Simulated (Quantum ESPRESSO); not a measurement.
**Near-edge structure at the Zn K edge of ErZn (Pm-3m)**

Aim: the near-edge shape at the Zn K edge of ErZn (Pm-3m), and what the core hole does to it.

Program: Quantum ESPRESSO 7.5. Level of theory: X-ray absorption near-edge structure, plane-wave PAW PBEsol, one-electron final states by a Lanczos continued fraction, without spin-orbit coupling. Results are calculated unless marked as measured.

## Step 1: Set-up

Symmetry: Pm-3m, No. 221, cubic system. Conventional cell: a = 3.508 Å, b = 3.508 Å, c = 3.508 Å, α = 90.00°, β = 90.00°, γ = 90.00°. Er has 8 Zn at 3.04 Å nearest. Nearest to Zn lie 8 Er at 3.04 Å. Farther neighbours are not listed.

## Step 2: The field without a hole

A plain self-consistent run shows whether there is a gap, which decides the set-up of the core-hole run.

The PAW data sets are made with ld1.x, with reconstruction data.

File scf.in:

```
&control
   calculation='scf', prefix='x', pseudo_dir='../pp', outdir='tmp', tprnfor=.true.
/
&system
   ibrav=0, nat=2, ntyp=2, nbnd=16
   ecutwfc=62, ecutrho=400
   occupations='smearing', smearing='mv', degauss=0.015
/
&electrons
   conv_thr=2.0e-08, electron_maxstep=120
   mixing_beta=0.5
/
ATOMIC_SPECIES
Er 1.0 Er.pbesol-spdn-kjpaw.UPF
Zn3 1.0 Zn.pbesol-dn-kjpaw.UPF
CELL_PARAMETERS angstrom
  3.50789832 0.00000000 0.00000000
  0.00000000 3.50789832 0.00000000
  0.00000000 0.00000000 3.50789832
ATOMIC_POSITIONS crystal
Er   0.00000000 0.00000000 0.00000000
Zn3  0.50000000 0.50000000 0.50000000
K_POINTS automatic
8 8 8 0 0 0
```

On the command line:

```sh
$ OMP_NUM_THREADS=1 mpirun --oversubscribe --bind-to none -np 4 pw.x -nk 4 -in scf.in > scf.out
```

Log:

```text
     [... banner and references ...]
using ibrav=0 with symmetry is DISCOURAGED, use correct ibrav instead

     G-vector sticks info
     --------------------

     Using Slab Decomposition

     bravais-lattice index     =            0
     lattice parameter (alat)  =       6.6290  a.u.
     unit-cell volume          =     291.2981 (a.u.)^3
     number of atoms/cell      =            2
     number of atomic types    =            2
     number of electrons       =        23.00
     number of Kohn-Sham states=           16
     kinetic-energy cutoff     =      62.0000  Ry
     charge density cutoff     =     400.0000  Ry
     scf convergence threshold =      2.0E-08
     mixing beta               =       0.5000
     number of iterations used =            8  plain     mixing
     Exchange-correlation= SLA  PW   PSX  PSC
                           (   1   4  10   8   0   0   0)

     celldm(1)=   6.628967  celldm(2)=   0.000000  celldm(3)=   0.000000
     celldm(4)=   0.000000  celldm(5)=   0.000000  celldm(6)=   0.000000

     crystal axes: (cart. coord. in units of alat)
               a(1) = (   1.000000   0.000000   0.000000 )
               a(2) = (   0.000000   1.000000   0.000000 )
               a(3) = (   0.000000   0.000000   1.000000 )

     reciprocal axes: (cart. coord. in units 2 pi/alat)
               b(1) = (  1.000000  0.000000  0.000000 )
               b(2) = (  0.000000  1.000000  0.000000 )
               b(3) = (  0.000000  0.000000  1.000000 )

     PseudoPot. #1 for Er:     Pseudo is Projector augmented-wave + core cor, Zval = 11.0

     PseudoPot. #2 for Zn:     Pseudo is Projector augmented-wave + core cor, Zval = 12.0

     atomic species   valence    mass     pseudopotential
     Er               11.00     1.00000     Er( 1.00)
     Zn3              12.00     1.00000     Zn( 1.00)

     48 Sym. Ops., with inversion, found

   Cartesian axes

     site n.     atom                  positions (alat units)
         1        Er     tau(   1) = (   0.0000000   0.0000000   0.0000000  )
         2        Zn3    tau(   2) = (   0.5000000   0.5000000   0.5000000  )

     number of k points=    35  Marzari-Vanderbilt smearing, width (Ry)=  0.0150
                       cart. coord. in units 2pi/alat
        k(    1) = (   0.0000000   0.0000000   0.0000000), wk =   0.0039062
        k(    2) = (   0.0000000   0.0000000   0.1250000), wk =   0.0234375
        k(    3) = (   0.0000000   0.0000000   0.2500000), wk =   0.0234375
        k(    4) = (   0.0000000   0.0000000   0.3750000), wk =   0.0234375
        k(    5) = (   0.0000000   0.0000000  -0.5000000), wk =   0.0117188
[...]
k(   33) = (   0.3750000   0.3750000  -0.5000000), wk =   0.0468750
        k(   34) = (   0.3750000  -0.5000000  -0.5000000), wk =   0.0234375
        k(   35) = (  -0.5000000  -0.5000000  -0.5000000), wk =   0.0039062

     Dense  grid:    39223 G-vectors     FFT dimensions: (  45,  45,  45)

     Smooth grid:    19309 G-vectors     FFT dimensions: (  36,  36,  36)

     Initial potential from superposition of free atoms

     starting charge      22.9795, renormalised to      23.0000
     Starting wfcs are   22 randomized atomic wfcs
     Checking if some PAW data can be deallocated...

     per-process dynamical memory:    58.3 Mb

     Self-consistent Calculation

     iteration #  1     ecut=    62.00 Ry     beta= 0.50
     Davidson diagonalization with overlap
     ethr =  1.00E-02,  avg # of iterations =  2.4

     Threshold (ethr) on eigenvalues was too large:
     Diagonalizing with lowered threshold

     Davidson diagonalization with overlap
     ethr =  8.27E-05,  avg # of iterations =  3.8

     total energy              =    -851.17511895 Ry
     estimated scf accuracy    <       0.02001818 Ry

     iteration #  2     ecut=    62.00 Ry     beta= 0.50
     Davidson diagonalization with overlap
[...]
iteration #  5     ecut=    62.00 Ry     beta= 0.50
     Davidson diagonalization with overlap
     ethr =  1.50E-07,  avg # of iterations =  2.1

     total energy              =    -851.17777674 Ry
     estimated scf accuracy    <       0.00000121 Ry

     iteration #  6     ecut=    62.00 Ry     beta= 0.50
     Davidson diagonalization with overlap
     ethr =  5.28E-09,  avg # of iterations =  3.6

     total energy              =    -851.17777717 Ry
     estimated scf accuracy    <       0.00000016 Ry

     iteration #  7     ecut=    62.00 Ry     beta= 0.50
     Davidson diagonalization with overlap
     ethr =  6.74E-10,  avg # of iterations =  2.1

     total energy              =    -851.17777721 Ry
     estimated scf accuracy    <       0.00000003 Ry

     iteration #  8     ecut=    62.00 Ry     beta= 0.50
     Davidson diagonalization with overlap
     ethr =  1.20E-10,  avg # of iterations =  2.2

     End of self-consistent calculation

          k = 0.0000 0.0000 0.0000 (  2469 PWs)   bands (ev):

   -39.8347 -13.5404 -13.5404 -13.5404   3.4331   3.9236   3.9236   4.1506
     4.1506   4.1506  11.0113  11.0113  15.8922  15.9142  15.9143  15.9143

          k = 0.0000 0.0000 0.1250 (  2421 PWs)   bands (ev):

   -39.8326 -13.5929 -13.5360 -13.5360   3.6824   3.9356   3.9591   4.1455
     4.1455   4.1542  10.9240  11.0706  14.5707  14.5707  15.1946  15.9353

          k = 0.0000 0.0000 0.2500 (  2409 PWs)   bands (ev):

   -39.8273 -13.7172 -13.5254 -13.5254   3.9643   4.0163   4.1333   4.1333
[...]
k = 0.0000 0.0000 0.3750 (  2404 PWs)   bands (ev):

[...]
k = 0.0000 0.0000-0.5000 (  2392 PWs)   bands (ev):

[...]
k = 0.0000 0.1250 0.1250 (  2415 PWs)   bands (ev):

[...]
k = 0.0000 0.1250-0.5000 (  2404 PWs)   bands (ev):

[...]
k = 0.0000 0.2500-0.5000 (  2394 PWs)   bands (ev):

[...]
k = 0.0000 0.3750-0.5000 (  2408 PWs)   bands (ev):

[...]
k = 0.0000-0.5000-0.5000 (  2408 PWs)   bands (ev):

[...]
k = 0.1250 0.1250-0.5000 (  2394 PWs)   bands (ev):

[...]
k = 0.1250 0.2500-0.5000 (  2396 PWs)   bands (ev):

[...]
k = 0.1250 0.3750-0.5000 (  2414 PWs)   bands (ev):

[...]
k = 0.1250-0.5000-0.5000 (  2408 PWs)   bands (ev):

[...]
k = 0.2500 0.2500 0.3750 (  2405 PWs)   bands (ev):

[...]
k = 0.2500 0.2500-0.5000 (  2406 PWs)   bands (ev):

[...]
k = 0.2500 0.3750 0.3750 (  2408 PWs)   bands (ev):

[...]
k = 0.2500 0.3750-0.5000 (  2396 PWs)   bands (ev):

[...]
k = 0.2500-0.5000-0.5000 (  2392 PWs)   bands (ev):

[...]
k = 0.3750 0.3750 0.3750 (  2395 PWs)   bands (ev):

[...]
k = 0.3750 0.3750-0.5000 (  2390 PWs)   bands (ev):

[...]
k = 0.3750-0.5000-0.5000 (  2396 PWs)   bands (ev):

[...]
4.3095   8.3324   9.2086   9.2086  11.7404  14.6203  16.1275  16.1276

          k =-0.5000-0.5000-0.5000 (  2440 PWs)   bands (ev):

   -39.7910 -13.7936 -13.7936 -13.7936   4.0426   4.0426   4.0426   4.3102
     4.3102   9.0107   9.0107   9.0107  10.6607  16.4332  16.4332  16.4332

     the Fermi energy is    11.0485 ev

!    total energy              =    -851.17777722 Ry
     total all-electron energy =    -29753.743012 Ry
     estimated scf accuracy    <          7.3E-10 Ry
     smearing contrib. (-TS)   =      -0.00100203 Ry
     internal energy E=F+TS    =    -851.17677519 Ry

     The total energy is F=E-TS. E is the sum of the following terms:
     one-electron contribution =     -81.57433267 Ry
     hartree contribution      =      61.79315040 Ry
     xc contribution           =    -103.70864817 Ry
     ewald contribution        =    -145.36124768 Ry
     one-center paw contrib.   =    -582.32569707 Ry

     convergence has been achieved in   8 iterations

     Forces acting on atoms (cartesian axes, Ry/au):

     atom    1 type  1   force =     0.00000000    0.00000000    0.00000000
     atom    2 type  2   force =     0.00000000    0.00000000    0.00000000

     Total force =     0.000000     Total SCF correction =     0.000000

     XML data file, charge density, pseudopotentials, collected wavefunctions

=------------------------------------------------------------------------------=
   JOB DONE.
=------------------------------------------------------------------------------=
```

The job ended after 19 s (4 MPI ranks of AMD EPYC 7571, shared host; peak memory 0.1 GiB; 76 s of CPU time).

Absorbing atoms carry a label of their own (element plus a letter or digit), as the spectrum program needs them as separate species.

The mesh shows no gap, so the system is treated as a metal and the core electron is put at the Fermi level (neutral cell).

## Step 3: Spectrum without a core hole, Zn atom 2

This cheap baseline ignores the attraction of the hole: it shows the absorber's empty states as they are in the ground state.

The absorber has 8 Er at 3.04 Å and 6 Zn at 3.51 Å (cube and octahedron, as in bcc, site symmetry m-3m).

File xspectra.in:

```
&input_xspectra
   calculation='xanes_dipole', edge='K'
   prefix='x', outdir='tmp', xiabs=2, xe0=11.0485
   xonly_plot=.false., x_save_file='xanes.sav'
   xniter=3000, xcheck_conv=20, xerror=0.005
   xcoordcrys=.false., xepsilon(1)=1, xepsilon(2)=0, xepsilon(3)=0
/
&plot
   xnepoint=413, xemin=-10, xemax=45, terminator=.true., cut_occ_states=.true.
   xgamma=0.4
/
&pseudos
   filecore='../Zn.wfc'
/
&cut_occ
   cut_desmooth=0.1, cut_stepl=0.05, cut_stepu=0.05, cut_ierror=1e-5
/
7 7 7 0 0 0
```

On the command line:

```sh
$ OMP_NUM_THREADS=1 mpirun --oversubscribe --bind-to none -np 4 xspectra.x -nk 4 -in xspectra.in > xspectra.out
```

Log:

```text
     [... banner and references ...]
Reading input_file

     calculation: xanes_dipole

     xepsilon  [cartesian coordinates]:   1.000000   0.000000   0.000000

     xonly_plot: FALSE
        => complete calculation: Lanczos + spectrum plot

     filecore (core-wavefunction file): ../Zn.wfc

     main plot parameters:
        cut_occ_states: TRUE
        gamma_mode:  constant
        -> using xgamma [eV]:  0.40
        xemin [eV]: -10.00
        xemax [eV]:  45.00
        xnepoint:  413
        xe0 [eV]:  11.048500 (energy zero read in input file)

[...]
Results of STEP 1 successfully written in x_save_file
     x_save_file name:
     ->  xanes.sav
     x_save_file version:  2

     ... End STEP 1 ...

     ... Begin STEP 2 ...

     The spectrum is calculated using the following parameters:
        xe0 [eV]:   11.0485
        the occupied states are elimintate from the spectrum
        xemin [eV]: -10.00
        xemax [eV]:  45.00
        xnepoint:  413
        constant broadening parameter [eV]:    0.400
        Core level energy [eV]:  -9659.
         (from electron binding energy of neutral atoms in X-ray data booklet)

     Cross-section successfully written in xanes.dat

     ... End STEP 2 ...

                                END JOB XSpectra
```

It took 62 s on 4 MPI ranks; peak memory 0.09 GiB.

The core hole lives too briefly for so narrow a line (tabulated full width 1.7 eV). The run keeps xgamma small, and the tables are broadened afterwards: Lorentzian half width 0.83 eV up to 4 eV, rising linearly to 1.75 eV at 25 eV (not a setting of the program: the run's 0.4 eV curve was folded afterwards with a further Lorentzian).

The Zn K spectrum, Zn atom 2, no core hole (energy from the energy zero of the input (xe0, at the border of filled and empty states); intensity scaled to a mean of 1 over the first 20 eV; folded afterwards to Lorentzian half width 0.83 eV up to 4 eV, rising linearly to 1.75 eV at 25 eV; the points at xe0, where the cut of filled states can leave a spike, are interpolated):

| E (eV) | intensity |
| --- | --- |
| -2.0 | 0.11 |
| -1.0 | 0.17 |
| 0.0 | 0.34 |
| 1.0 | 0.54 |
| 2.0 | 0.74 |
| 3.0 | 0.64 |
| 4.0 | 0.53 |
| 5.0 | 0.62 |
| 6.0 | 0.76 |
| 7.0 | 0.91 |
| 8.0 | 1.16 |
| 9.0 | 1.38 |
| 10.0 | 1.43 |
| 11.0 | 1.39 |
| 12.0 | 1.33 |
| 13.0 | 1.20 |
| 14.0 | 1.17 |
| 15.0 | 1.18 |
| 16.0 | 1.13 |
| 17.0 | 1.05 |
| 18.0 | 1.03 |
| 19.0 | 1.08 |
| 20.0 | 1.16 |
| 21.0 | 1.25 |
| 22.0 | 1.27 |
| 23.0 | 1.30 |
| 24.0 | 1.31 |
| 25.0 | 1.28 |
| 26.0 | 1.25 |
| 27.0 | 1.22 |
| 28.0 | 1.21 |
| 29.0 | 1.24 |
| 30.0 | 1.26 |
| 31.0 | 1.29 |
| 32.0 | 1.31 |

Main maxima below 30 eV (height): 2.1 eV (0.75), 9.6 eV (1.45) and 23.6 eV (1.31). A K edge sees empty p states on the absorber.

## Step 4: Reference energy of the supercell

The photon energy needs a difference of total energies, so the cell and mesh of the coming hole run are first run without a hole.

File scf.in:

```
&control
   calculation='scf', prefix='x', pseudo_dir='../pp', outdir='tmp', tprnfor=.true.
/
&system
   ibrav=0, nat=8, ntyp=2, nbnd=57
   ecutwfc=62, ecutrho=400
   occupations='smearing', smearing='mv', degauss=0.015
/
&electrons
   conv_thr=8.0e-08, electron_maxstep=120
   mixing_beta=0.5
/
ATOMIC_SPECIES
Er 1.0 Er.pbesol-spdn-kjpaw.UPF
Zn 1.0 Zn.pbesol-dn-kjpaw.UPF
CELL_PARAMETERS angstrom
  3.50789832 3.50789832 3.50789832
  -3.50789832 3.50789832 -3.50789832
  -3.50789832 3.50789832 3.50789832
ATOMIC_POSITIONS crystal
Er   0.00000000 0.00000000 0.00000000
Er   0.50000000 0.50000000 0.00000000
Er   0.00000000 0.50000000 0.50000000
Er   0.50000000 0.00000000 0.50000000
Zn   0.50000000 0.00000000 0.00000000
Zn   0.00000000 0.50000000 0.00000000
Zn   0.50000000 0.50000000 0.50000000
Zn   0.00000000 0.00000000 0.50000000
K_POINTS automatic
5 5 5 0 0 0
```

On the command line:

```sh
$ OMP_NUM_THREADS=1 mpirun --oversubscribe --bind-to none -np 4 pw.x -nk 4 -in scf.in > scf.out
```

Log:

```text
     [... banner and references ...]
[banner, memory and clock lines left out]
Found identity + ( -0.5000 -0.5000 -0.0000) symmetry
     This is a supercell, fractional translations are disabled
     using ibrav=0 with symmetry is DISCOURAGED, use correct ibrav instead

     G-vector sticks info

     bravais-lattice index     =            0
     lattice parameter (alat)  =      11.4817  a.u.
     unit-cell volume          =    1165.1922 (a.u.)^3
[...]
atom    1 type  1   force =     0.00000000   -0.00000000    0.00000000
     atom    2 type  1   force =    -0.00000000   -0.00000000    0.00000000
     atom    3 type  1   force =     0.00000000    0.00000000   -0.00000000
[...]
atom    7 type  2   force =    -0.00000000   -0.00000000   -0.00000000
     atom    8 type  2   force =    -0.00000000    0.00000000   -0.00000000

     Total force =     0.000000     Total SCF correction =     0.000000

     XML data file, charge density, pseudopotentials, collected wavefunctions
[key lines of the parts left out:]
!    total energy              =   -3404.71058356 Ry
the Fermi energy is    11.0319 ev
convergence has been achieved in   8 iterations
```

Wall time 1.8 min (4 MPI ranks); peak memory 0.3 GiB.

Reference energy: -1619281.180 eV with the cores included.

## Step 5: The atom with a core hole

The frozen core must hold the hole, so the absorber gets a data set of its own.

File Zn.pbesol-dn-kjpaw-1sch.ld1.in:

```
&input
   title='Zn', zed=30., rel=1, iswitch=3, dft='PBESOL',
   config='1s1 2s2 2p6 3s2 3p6 4s2 4p1 3d10'
/
&inputp
   file_pseudopw='Zn.pbesol-dn-kjpaw-1sch.UPF', author='',
   lpaw=.true.,
   pseudotype=3,
   lloc=-1,
   rcloc=1.9,
   which_augfun='PSQ',
   rmatch_augfun_nc=.true.,
   nlcc=.true.,
   new_core_ps=.true.,
   rcore=1.0,
   tm=.true.,
   zval=13,
   lgipaw_reconstruction=.true., use_paw_as_gipaw=.true.
/
6
4S  1  0  2.00  0.00  1.08  2.20  0.0
4S  1  0  0.00  6.10  1.08  2.20  0.0
4P  2  1  1.00  0.00  1.08  2.20  0.0
4P  2  1  0.00  6.30  1.08  2.20  0.0
3D  3  2  10.00  0.00  1.08  1.70  0.0
3D  3  2  0.00  -0.80  1.08  1.70  0.0
```

On the command line:

```sh
$ ld1.x < Zn.pbesol-dn-kjpaw-1sch.ld1.in > Zn.pbesol-dn-kjpaw-1sch.ld1.out
```

Log:

```text
     [... banner and references ...]
PAW data will be used for GIPAW calculation
     --------------------------- All-electron run ----------------------------

     Zn
     scalar relativistic calculation

     atomic number is 30.00
     dft =PBESOL   lsd =0 sic =0 latt =0  beta=0.20 tr2=1.0E-14
     Exchange-correlation= PBESOL
                           (   1   4  10   8   0   0   0)
     mesh =1201 r(mesh) =  99.36527 a.u. xmin = -7.00 dx = 0.01250
     1 Ry =  13.60569312 eV, c = 137.03599908

     n l     nl                  e(Ry)          e(Ha)          e(eV)
     1 0     1S 1( 1.00)      -725.2659      -362.6330     -9867.7456
     2 0     2S 1( 2.00)       -90.6922       -45.3461     -1233.9303
     2 1     2P 1( 6.00)       -80.5061       -40.2530     -1095.3411
[...]
3 2     3D 1(10.00)        -1.4376        -0.7188       -19.5595

     final scf error:  2.7E-15 reached in  37 iterations

     Etot =   -2877.062970 Ry,   -1438.531485 Ha,  -39144.435859 eV

     Ekin =    2914.860364 Ry,    1457.430182 Ha,   39658.695616 eV
     Encl =   -7114.088104 Ry,   -3557.044052 Ha,  -96792.099594 eV
     Eh   =    1445.563784 Ry,     722.781892 Ha,   19667.897240 eV
     Exc  =    -123.399014 Ry,     -61.699507 Ha,   -1678.929121 eV

     normalization and overlap integrals

     s(1S/1S) =  1.000000  <r> =   0.0498  <r2> =    0.0033  r(max) =   0.0325
     s(1S/2S) = -0.004482
     s(1S/3S) = -0.001675
     s(1S/4S) = -0.000437
     s(2S/2S) =  1.000000  <r> =   0.2209  <r2> =    0.0576  r(max) =   0.1848
[...]
s(2P/2P) =  1.000000  <r> =   0.1914  <r2> =    0.0449  r(max) =   0.1475
     s(2P/3P) = -0.000806
     s(2P/4P) = -0.000142
     s(3S/3S) =  1.000000  <r> =   0.6606  <r2> =    0.5041  r(max) =   0.5691
[...]
Encl =   -7114.088104 Ry,   -3557.044052 Ha,  -96792.099594 eV
     Eh   =    1445.563784 Ry,     722.781892 Ha,   19667.897240 eV
     Exc  =    -123.399014 Ry,     -61.699507 Ha,   -1678.929121 eV

     normalization and overlap integrals

[...]
s(2S/4S) = -0.000254
     s(2P/2P) =  1.000000  <r> =   0.1914  <r2> =    0.0449  r(max) =   0.1475
     s(2P/3P) = -0.000806
     s(2P/4P) = -0.000142
     s(3S/3S) =  1.000000  <r> =   0.6606  <r2> =    0.5041  r(max) =   0.5691
     s(3S/4S) = -0.000149
     s(3P/3P) =  1.000000  <r> =   0.6811  <r2> =    0.5474  r(max) =   0.5691
     s(3P/4P) = -0.000089
     s(4S/4S) =  1.000000  <r> =   2.3716  <r2> =    6.5443  r(max) =   1.9132
     s(4P/4P) =  1.000000  <r> =   3.3796  <r2> =   13.8021  r(max) =   2.5505
     s(3D/3D) =  1.000000  <r> =   0.8072  <r2> =    0.8550  r(max) =   0.5280

     ------------------------ End of All-electron run ------------------------

     ---------------------- Testing the pseudopotential ----------------------

     Zn
     scalar relativistic calculation

     atomic number is 30.00   valence charge is 13.00
     dft = SLA  PW   PSX  PSC   lsd =0 sic =0 latt =0  beta=0.20 tr2=1.0E-14
     mesh =1201 r(mesh) =  99.36527 xmin = -7.00 dx = 0.01250

     n l     nl             e AE (Ry)        e PS (Ry)    De AE-PS (Ry)
     1 0     4S   1( 2.00)       -0.64413       -0.64414        0.00000
     2 1     4P   1( 1.00)       -0.19207       -0.19207        0.00000
     3 2     3D   1(10.00)       -1.43759       -1.43760        0.00000

     eps = 7.7E-18  iter =  4

     Etot =   -2877.062970 Ry,   -1438.531485 Ha,  -39144.435859 eV
     Etotps =  -250.656252 Ry,    -125.328126 Ha,   -3410.352046 eV

     Ekin =     270.306593 Ry,     135.153296 Ha,    3677.708553 eV
     Encl =    -543.369849 Ry,    -271.684925 Ha,   -7392.923423 eV
     Ehrt =     145.806014 Ry,      72.903007 Ha,    1983.791877 eV
     Ecxc =    -123.399009 Ry,     -61.699505 Ha,   -1678.929053 eV
     (Ecc =     -19.455508 Ry,      -9.727754 Ha,    -264.705666 eV)

     ---------------------- End of pseudopotential test ----------------------
```

Wall time 1.4 s (1 MPI rank); peak memory 0.13 GiB.

Removing the core electron and adding it to the valence shell costs the free atom 9686.2 eV.

[end of part 1 of 3]

[Banner, clock and machine lines of the logs are left out without a mark of their own.]

[Logs are printed without paths, hosts, clocks, repeated set-up lines and the standing remarks that a program may print on its own settings, such as how far it seeks lower states.]

[Hosts, paths, dates, database ids (printed as entryN), source tags and the programs' standing remarks are cut or masked in the printed files.]

[Lists of maxima count a maximum above −3 eV only where it reaches 4 % of the highest in the window and stands out from its surroundings by 2 % of it (1.5 % where it reaches 55 %); shoulders and weaker maxima are passed over, and of the rest the first, up to two pre-edge ones and the few strongest are named.]
